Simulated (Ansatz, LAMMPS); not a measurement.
# Squeezing and shearing glassy B2O3 (150 atoms), part 3 of 3

How stiff is glassy B2O3 (150 atoms), and how do its levels respond to strain?

Ansatz 0.2.0; Kohn-Sham DFT, PBE, PAW (set soft_2), plane waves.

The cell: 60 B and 90 O. The quench rate of 100 K/ps is many orders above laboratory rates. The network of bonds at the start is that of the classical potential that made the cell. Sampling is at Γ alone.

So far. Step 9 (Volume -10 %): The relaxation converged after 10 steps, 8.58 eV below its start, with a largest force component of 0.041 eV/Å. Step 9 (Volume -10 %): Volume -10 %: the energy stands 2.08 eV above that of the reference, at a pressure of 4.07 GPa.

## Step 10: Stretched by 1 % along x

The relaxed cell is strained along x alone, which gives the stiffness along x and its coupling to y and z.

File input.yaml:

```yaml
crystal:
  lattice:
    - [11.48732, 0.06134, -0.15558]
    - [0.06195, 12.16991, -0.06787]
    - [-0.15714, -0.06787, 12.46953]
  atoms:
    [... the 150 atom lines of step 4 ...]
kpoints:
  mp_grid: { grid: [1, 1, 1] }
hamiltonian:
  xc: pbe
scf:
  occupations: { method: fixed }
output:
  forces: true
  eigenvalues: true
  stress: true
relax:
  f_tol: 0.05
  max_steps: 70
```

On the command line:

```
> ansatz run input.yaml --threads 4 --pin off --max-ram 8192MiB --backend cpu --events-out ev --progress --plain --runs-dir out
```

Numbers of over 12 decimals in the logs are rounded to 6 here.

The log of the run:

```text
[...]
Crystal: 150 atoms, lattice volume = 1742.839 Å³
Basis set: ecut = 420 eV, 34059 PW (Γ), exchange–correlation on 160×180×180 points (8 copies of the dense FFT grid, shifted against one another)
Bands: 510, of which v1, the nominal top of the filled ones, is band 360 counted from 1 (359 counted from 0)
Symmetry: 1 space group operations
[...]
k-points: 1
[...]
SCF iter   1: F=—  HF=-60549.447120 eV  |F-HF|=—  |Δ(HF+E_count)|=         —  Δρ=3.62e-3  dr2=1.96e-1  ethr=1.77e-3  ⟨swp⟩=5.0  Hψ=1756  notcnv=0  defer=146
[...]
SCF iter   5: F=—  HF=-60549.477693 eV  |F-HF|=—  |Δ(HF+E_count)|=   7.78e-5  Δρ=9.23e-5  dr2=1.21e-4  ethr=7.80e-8  ⟨swp⟩=2.0  Hψ=654  notcnv=0  defer=148
SCF iter   6: F=-60549.477711 eV  HF=-60549.477708 eV  |F-HF|=3.05e-6  |Δ(HF+E_count)|=   1.52e-5  Δρ=2.42e-5  dr2=8.79e-6  ethr=8.68e-9  ⟨swp⟩=16.0  Hψ=3773  notcnv=0
SCF 1 converged in 6 iterations: F = -60549.477711 eV  dr2 = 8.79e-6
[...]
relax step   1: F+E_penalty+E_count = -60549.47771108 eV  Δ(F+E_penalty+E_count) = +0.000e0 eV  max|allowed force component| = 3.401e-1 eV/Å  Δτ_max = 0.0000 Å  (6 SCF iters, dr2 threshold 6.25e-5 eV, accepted)
[...]
relax step   2: F+E_penalty+E_count = -60549.57365505 eV  Δ(F+E_penalty+E_count) = -9.594e-2 eV  max|allowed force component| = 1.862e-1 eV/Å  Δτ_max = 0.0274 Å  (6 SCF iters, dr2 threshold 7.23e-6 eV, accepted)
[...]
relax step   3: F+E_penalty+E_count = -60549.60644835 eV  Δ(F+E_penalty+E_count) = -3.279e-2 eV  max|allowed force component| = 9.943e-2 eV/Å  Δτ_max = 0.1355 Å  (9 SCF iters, accepted)
relax step   4: F+E_penalty+E_count = -60549.61752757 eV  Δ(F+E_penalty+E_count) = -1.108e-2 eV  max|allowed force component| = 6.865e-2 eV/Å  Δτ_max = 0.1523 Å  (7 SCF iters, dr2 threshold 2.82e-6 eV, accepted)
relax step   5: F+E_penalty+E_count = -60549.62079596 eV  Δ(F+E_penalty+E_count) = -3.268e-3 eV  max|allowed force component| = 5.191e-2 eV/Å  Δτ_max = 0.0907 Å  (8 SCF iters, accepted)
[...]
relax step   6: F+E_penalty+E_count = -60549.62351782 eV  Δ(F+E_penalty+E_count) = -2.722e-3 eV  max|allowed force component| = 2.623e-2 eV/Å  Δτ_max = 0.0669 Å  (8 SCF iters, accepted)
SCF converged after 8 iterations
Free energy (F): -60549.623518 eV
[...]
Internal energy: -60549.623518 eV  (E = F + TS)
E sigma→0 (E₀):  -60549.623518 eV
Fermi energy:    0.996941 eV
[...]
Σ components = -60549.623518   (vs F -60549.623518, Δ=0.00e0)
--- Forces (eV/Å), atoms counted from 1 ---
  atom   1  B     -0.00083681    -0.00255724     0.00198394
  atom   2  B     -0.00174921     0.00905720     0.00321222
  atom   3  B      0.00134782    -0.00048945    -0.00486152
  atom   4  B      0.00023007    -0.00017744    -0.00907419
[...]
atom 150  O     -0.00959524     0.01191369    -0.00036170
  max |Σ_I F_I| component: 4.35e-5 eV/Å
--- Stress (GPa, compression-positive) ---
       -0.692240       0.018192      -0.027034
        0.018186      -0.299159      -0.020660
       -0.027029      -0.020636      -0.200553
  P = ⅓ Tr σ = -0.3973 GPa (-3.973 kbar)
--- Band table (eV) ---
[...]
--- Relaxed structure (6 steps of the walk, 6 accepted, 0 SCFs on fresh bases) ---
  F+E_penalty+E_count = -60549.62351782 eV   max|allowed force component| = 2.623e-2 eV/Å
  atoms:
    - { symbol: B, position: [0.365174, 0.328470, 0.630068] }
    - { symbol: B, position: [0.386787, 0.702799, 0.951023] }
    - { symbol: B, position: [0.514245, 0.938555, 0.559778] }
    - { symbol: B, position: [0.453340, 0.985913, 0.996791] }
[...]
- { symbol: O, position: [0.327072, 0.184594, 0.375347] }
```

Wall time 55 s (4 threads of AMD EPYC 9R45 (Zen 5), shared host); peak memory 2.6 GiB.

The relaxation converged after 6 steps, 0.146 eV below its start, with a largest force component of 0.026 eV/Å.

Stretched by 1 % along x: the energy stands 0.0324 eV above that of the reference, at a pressure of -0.397 GPa.

## Step 11: Compressed by 1 % along x

The relaxed cell is strained along x alone, which gives the stiffness along x and its coupling to y and z.

input.yaml, the sections that differ from step 10:

```yaml
crystal:
  lattice:
    - [11.25984, 0.06134, -0.15558]
    - [0.06073, 12.16991, -0.06787]
    - [-0.15402, -0.06787, 12.46953]
  atoms:
    [... the 150 atom lines of step 4 ...]
# kpoints, hamiltonian, scf, output, relax: as in step 10
```

The log of the run:

```text
[...]
Crystal: 150 atoms, lattice volume = 1708.326 Å³
Basis set: ecut = 420 eV, 33377 PW (Γ), exchange–correlation on 160×180×180 points (8 copies of the dense FFT grid, shifted against one another)
Bands: 510, of which v1, the nominal top of the filled ones, is band 360 counted from 1 (359 counted from 0)
Symmetry: 1 space group operations
[...]
k-points: 1
[...]
SCF iter   1: F=—  HF=-60549.439039 eV  |F-HF|=—  |Δ(HF+E_count)|=         —  Δρ=3.71e-3  dr2=1.97e-1  ethr=1.77e-3  ⟨swp⟩=5.0  Hψ=1754  notcnv=0  defer=146
[...]
SCF iter   6: F=-60549.472691 eV  HF=-60549.472687 eV  |F-HF|=3.19e-6  |Δ(HF+E_count)|=   1.83e-5  Δρ=2.37e-5  dr2=8.12e-6  ethr=8.68e-9  ⟨swp⟩=17.0  Hψ=3738  notcnv=0
SCF 1 converged in 6 iterations: F = -60549.472691 eV  dr2 = 8.12e-6
[...]
relax step   1: F+E_penalty+E_count = -60549.47269068 eV  Δ(F+E_penalty+E_count) = +0.000e0 eV  max|allowed force component| = 3.758e-1 eV/Å  Δτ_max = 0.0000 Å  (6 SCF iters, dr2 threshold 6.25e-5 eV, accepted)
[...]
relax step   2: F+E_penalty+E_count = -60549.57531168 eV  Δ(F+E_penalty+E_count) = -1.026e-1 eV  max|allowed force component| = 1.966e-1 eV/Å  Δτ_max = 0.0276 Å  (6 SCF iters, dr2 threshold 8.83e-6 eV, accepted)
[...]
relax step   3: F+E_penalty+E_count = -60549.61640216 eV  Δ(F+E_penalty+E_count) = -4.109e-2 eV  max|allowed force component| = 8.365e-2 eV/Å  Δτ_max = 0.2000 Å  (9 SCF iters, accepted)
relax step   4: F+E_penalty+E_count = -60549.59943902 eV  Δ(F+E_penalty+E_count) = +1.696e-2 eV  max|allowed force component| = 1.267e-1 eV/Å  Δτ_max = 0.2000 Å  (9 SCF iters, rejected (line search))
[...]
relax step   5: F+E_penalty+E_count = -60549.62692603 eV  Δ(F+E_penalty+E_count) = -1.052e-2 eV  max|allowed force component| = 3.327e-2 eV/Å  Δτ_max = 0.1000 Å  (8 SCF iters, accepted)
SCF converged after 8 iterations
Free energy (F): -60549.626926 eV
[...]
Internal energy: -60549.626926 eV  (E = F + TS)
E sigma→0 (E₀):  -60549.626926 eV
Fermi energy:    1.164558 eV
[...]
--- Forces (eV/Å), atoms counted from 1 ---
  atom   1  B      0.00499610    -0.00128572     0.00257420
  atom   2  B     -0.00367213    -0.00389749    -0.00236595
  atom   3  B      0.00361243    -0.00333111     0.01695774
  atom   4  B      0.01741417     0.00344453     0.01200556
  atom   5  B     -0.00093778     0.00374525     0.00068867
  atom   6  B      0.01645042    -0.00901393     0.01043423
  atom   7  B     -0.01844358     0.00405835     0.00879770
  atom   8  B     -0.00451048     0.00264767     0.00525461
  atom   9  B      0.00876690    -0.01272888    -0.00219984
  atom  10  B     -0.00320471    -0.01130190    -0.02494599
  atom  11  B     -0.01411013    -0.01088297    -0.00580705
  atom  12  B     -0.00993394    -0.00845344     0.00268874
  atom  13  B      0.00040755    -0.01048469     0.00285932
  atom  14  B     -0.01735369     0.00896707    -0.01110558
[...]
atom 149  O      0.00024925    -0.00358454     0.00116767
  atom 150  O      0.00305778    -0.00340581     0.00295377
  max |Σ_I F_I| component: 6.86e-5 eV/Å
--- Stress (GPa, compression-positive) ---
        0.684688      -0.029565      -0.027937
       -0.029566       0.356935      -0.015886
       -0.027930      -0.015871       0.278022
  P = ⅓ Tr σ = 0.4399 GPa (4.399 kbar)
--- Band table (eV) ---
[...]
--- Relaxed structure (5 steps of the walk, 4 accepted, 0 SCFs on fresh bases) ---
  F+E_penalty+E_count = -60549.62692603 eV   max|allowed force component| = 3.327e-2 eV/Å
  atoms:
    - { symbol: B, position: [0.364586, 0.327014, 0.631206] }
    - { symbol: B, position: [0.386029, 0.700824, 0.952633] }
    - { symbol: B, position: [0.512497, 0.937899, 0.557212] }
    - { symbol: B, position: [0.455223, 0.984970, 0.998531] }
[...]
- { symbol: O, position: [0.325669, 0.179362, 0.381065] }
```

Wall time 47 s (4 threads); peak memory 2.5 GiB; 2.9 min of CPU time.

The relaxation converged after 5 steps, 0.154 eV below its start, with a largest force component of 0.033 eV/Å.

Compressed by 1 % along x: the energy stands 0.0290 eV above that of the reference, at a pressure of 0.440 GPa.

## Step 12: Sheared by 2 % in xy

A shear of the relaxed cell gives the modulus that volume changes can't reach.

input.yaml, the sections that differ from step 11:

```yaml
crystal:
  lattice:
    - [11.37419, 0.17508, -0.15558]
    - [0.18304, 12.17052, -0.06787]
    - [-0.15626, -0.06943, 12.46953]
  atoms:
    [... the 150 atom lines of step 4 ...]
# kpoints, hamiltonian, scf, output, relax: as in step 11
```

The log of the run:

```text
[...]
Crystal: 150 atoms, lattice volume = 1725.409 Å³
Basis set: ecut = 420 eV, 33703 PW (Γ), exchange–correlation on 160×180×180 points (8 copies of the dense FFT grid, shifted against one another)
Bands: 510, of which v1, the nominal top of the filled ones, is band 360 counted from 1 (359 counted from 0)
Symmetry: 1 space group operations
[...]
k-points: 1
[...]
SCF iter   1: F=—  HF=-60549.354186 eV  |F-HF|=—  |Δ(HF+E_count)|=         —  Δρ=3.68e-3  dr2=1.99e-1  ethr=1.77e-3  ⟨swp⟩=5.0  Hψ=1752  notcnv=0  defer=146
[...]
SCF iter   5: F=—  HF=-60549.388530 eV  |F-HF|=—  |Δ(HF+E_count)|=   7.90e-5  Δρ=9.09e-5  dr2=1.15e-4  ethr=7.71e-8  ⟨swp⟩=2.0  Hψ=660  notcnv=0  defer=148
SCF iter   6: F=-60549.388549 eV  HF=-60549.388546 eV  |F-HF|=2.89e-6  |Δ(HF+E_count)|=   1.67e-5  Δρ=2.43e-5  dr2=8.66e-6  ethr=8.68e-9  ⟨swp⟩=16.0  Hψ=3750  notcnv=0
SCF 1 converged in 6 iterations: F = -60549.388549 eV  dr2 = 8.66e-6
[...]
relax step   1: F+E_penalty+E_count = -60549.38854923 eV  Δ(F+E_penalty+E_count) = +0.000e0 eV  max|allowed force component| = 5.905e-1 eV/Å  Δτ_max = 0.0000 Å  (6 SCF iters, dr2 threshold 6.25e-5 eV, accepted)
[...]
relax step   2: F+E_penalty+E_count = -60549.54632659 eV  Δ(F+E_penalty+E_count) = -1.578e-1 eV  max|allowed force component| = 2.555e-1 eV/Å  Δτ_max = 0.0337 Å  (6 SCF iters, dr2 threshold 2.18e-5 eV, accepted)
[...]
relax step   3: F+E_penalty+E_count = -60549.60893511 eV  Δ(F+E_penalty+E_count) = -6.261e-2 eV  max|allowed force component| = 7.757e-2 eV/Å  Δτ_max = 0.2000 Å  (7 SCF iters, dr2 threshold 4.08e-6 eV, accepted)
relax step   4: F+E_penalty+E_count = -60549.57864687 eV  Δ(F+E_penalty+E_count) = +3.029e-2 eV  max|allowed force component| = 1.375e-1 eV/Å  Δτ_max = 0.1898 Å  (9 SCF iters, rejected (line search))
[...]
relax step   5: F+E_penalty+E_count = -60549.62004177 eV  Δ(F+E_penalty+E_count) = -1.111e-2 eV  max|allowed force component| = 4.113e-2 eV/Å  Δτ_max = 0.0949 Å  (9 SCF iters, accepted)
SCF converged after 9 iterations
Free energy (F): -60549.620042 eV
[...]
Internal energy: -60549.620042 eV  (E = F + TS)
E sigma→0 (E₀):  -60549.620042 eV
Fermi energy:    1.070861 eV
[...]
Σ components = -60549.620042   (vs F -60549.620042, Δ=0.00e0)
--- Forces (eV/Å), atoms counted from 1 ---
  atom   1  B      0.00468302    -0.01008765     0.00613194
  atom   2  B     -0.00258003    -0.00332062     0.00242571
  atom   3  B      0.02854674    -0.01314885     0.03309922
  atom   4  B     -0.00701254     0.00128339    -0.02509165
[...]
atom 150  O      0.01735222    -0.00397691    -0.01237542
  max |Σ_I F_I| component: 6.36e-5 eV/Å
--- Stress (GPa, compression-positive) ---
        0.035678      -0.431675      -0.057967
       -0.431683      -0.006659       0.011787
       -0.057954       0.011800       0.010129
  P = ⅓ Tr σ = 0.0130 GPa (0.130 kbar)
--- Band table (eV) ---
[...]
--- Relaxed structure (5 steps of the walk, 4 accepted, 0 SCFs on fresh bases) ---
  F+E_penalty+E_count = -60549.62004177 eV   max|allowed force component| = 4.113e-2 eV/Å
  atoms:
    - { symbol: B, position: [0.366252, 0.327957, 0.630247] }
    - { symbol: B, position: [0.387396, 0.702635, 0.953407] }
    - { symbol: B, position: [0.512204, 0.936365, 0.558883] }
    - { symbol: B, position: [0.455308, 0.984410, 0.996688] }
[...]
- { symbol: O, position: [0.324245, 0.178561, 0.378823] }
```

The job ended after 46 s (4 threads; peak memory 2.6 GiB).

The relaxation converged after 5 steps, 0.231 eV below its start, with a largest force component of 0.041 eV/Å.

Sheared by 2 % in xy: the energy stands 0.0358 eV above that of the reference, at a pressure of 0.0130 GPa.

## Step 13: Pressure against volume

Atoms are relaxed at each volume, in the scaled cell.

```csv
volume change (%),volume (Å³/atom),energy change (meV/atom),pressure (GPa),largest move on relaxing (Å),bonds,gap (eV)
-10,10.353,13.85,4.07,0.74,180,5.79
-6,10.814,4.80,2.30,0.55,180,5.74
-3,11.159,1.14,1.10,0.36,180,5.70
+0,11.504,0.00,0.01,-,180,5.63
+3,11.849,1.10,-1.07,0.22,180,5.59
+6,12.194,4.42,-2.08,0.42,180,5.54
```

## Step 14: Uniaxial strain and shear

Stress (GPa, compression positive) less that of the relaxed cell, atoms relaxed:

```csv
strain,xx,yy,zz,xy,energy change (meV/atom)
stretched by 1 % along x,-0.683,-0.305,-0.221,0.013,0.22
compressed by 1 % along x,0.693,0.351,0.258,-0.035,0.19
sheared by 2 % in xy,0.044,-0.012,-0.010,-0.437,0.24
```

## Step 15: Outcome

The bulk modulus, from the slope of pressure against ln V over the three points nearest the relaxed volume, is 36.2 GPa; between neighbouring points the slope runs 41, 38, 36, 36 and 35 GPa from the smallest volume up, without a steady fall, so no pressure derivative is given. At -10 % and -6 % some atom moved by over 0.5 Å on relaxing, so those points may sit in another local minimum. The gap goes from 5.79 eV at the smallest volume to 5.54 eV at the largest, -1.6 eV per unit of ln V by a straight line, on the run's k-points. In the Cartesian axes of the cell, finite differences give C11 = 68.8, C12 = 32.8, C13 = 23.9 and C66 = 21.8 GPa (the shear of 2 % is the engineering strain, εxy = 0.01). The mean of C11, C12 and C13, which equals the bulk modulus in a cubic or isotropic solid, is 41.9 GPa: it lies 16 % over the bulk modulus from the volumes. For an isotropic solid C66 would equal (C11 − C12)/2 = 18.0 GPa; so small a sample needn't be isotropic, and C66 rests on one shear. With the bulk modulus and C66 as K and G, Young's modulus would be about 55 GPa and Poisson's ratio 0.25.

Caveats: Strains are finite and relaxations stop at the force tolerance of the input, which can leave moduli too stiff; they are those of a static cell at zero temperature. Volumes are changed with the cell's shape held, so in an anisotropic solid the modulus lies over the one under free hydrostatic load. The program notes that the SCF threshold of the relaxations is loose for the stress.

The DFT runs together took 12 min of wall time.

[Logs are printed without paths, hosts, clocks, repeated set-up lines and the standing remarks that a program may print on its own settings, such as how far it seeks lower states.]

[Hosts, paths, dates, database ids (printed as entryN), source tags and the programs' standing remarks are cut or masked in the printed files.]
